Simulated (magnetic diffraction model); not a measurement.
## Na2Ce: the ordered moment from one line

Space group Imma (no. 74), a = 5.5780 Å, b = 7.1370 Å, c = 9.5210 Å.

```csv
site,atom,x,y,z
4e,Ce,1/2,3/4,0.0004
8h,Na,0,0.0132,0.8302
```

The compound is invented for this exercise: a known structure type with other elements, its cell scaled to their sizes and not relaxed.

Only Ce is taken to order (form factors of Ce3+); orders and moment sizes are assumed, and not adapted to the symmetry. Radiation: neutrons of λ = 4.2 Å, 5° to 90°; isotropic B of 0.12 Å² (Ce) and 0.23 Å² (Na). The intensities are simulated: I ∝ L Σ (|F_N|² + |F_M⊥|²) for unpolarised neutrons, with F_M = 2.695 fm/μB × Σ f(s) S exp(2πi Q·r) exp(−B s²) at Q = H ± k (one set where k and −k are equivalent), only the part normal to Q counting and L = 1/(sin²θ cos θ). For collinear order S is the moment m, which repeats by lattice and centring translations R with the sign exp(−2πi k·R). Form factors are spin-only for 3d ions and dipole or tabulated for f ions, scattering lengths are Sears's of 1992, and absorption is left out. A label names one of the reflections at its angle. The strongest nuclear line in the range is 100, and lines under 0.2 are left out.

In a first state the assumed order is k = (1/2 1/2 0), collinear moments along [111], 1.5 μB on Ce; signs + at (1/2, 3/4, 0.0004), + at (1/2, 1/4, 0.9996), with this pattern:

```tsv
2θ (°)	index	nuclear	magnetic
27.64	(1/2 1/2 0)	0.0	379.6
37.95	(1/2 -1/2 1)	0.0	564.8
43.15	(0 1 1)	22.1	0.0
51.74	(1 0 1)	100.0	0.0
52.35	(0 0 2)	25.8	0.0
57.35	(1/2 -3/2 0)	0.0	154.7
60.22	(1/2 1/2 2)	0.0	158.8
63.75	(1/2 3/2 1)	0.0	156.8
71.40	(3/2 -1/2 0)	0.0	111.8
72.10	(0 2 0)	90.5	0.0
77.20	(3/2 1/2 1)	0.0	144.7
81.13	(1 1 2)	13.8	0.0
81.35	(1/2 -3/2 2)	0.0	139.2
89.42	(1/2 -1/2 3)	0.0	94.9
```

**Question.** Nearer the ordering temperature the line at 37.95° has total intensity 276.7 on the same scale, and all moments have shrunk alike. How large is the Ce moment?

The nuclear part, 0.0, stays, so the magnetic part is 276.7 against 564.8. It goes as m², so m = 1.5 × √(276.7/564.8) = 1.05 μB; the value used was 1.05 μB.

[Logs are printed without paths, hosts, clocks, repeated set-up lines and the standing remarks that a program may print on its own settings, such as how far it seeks lower states.]
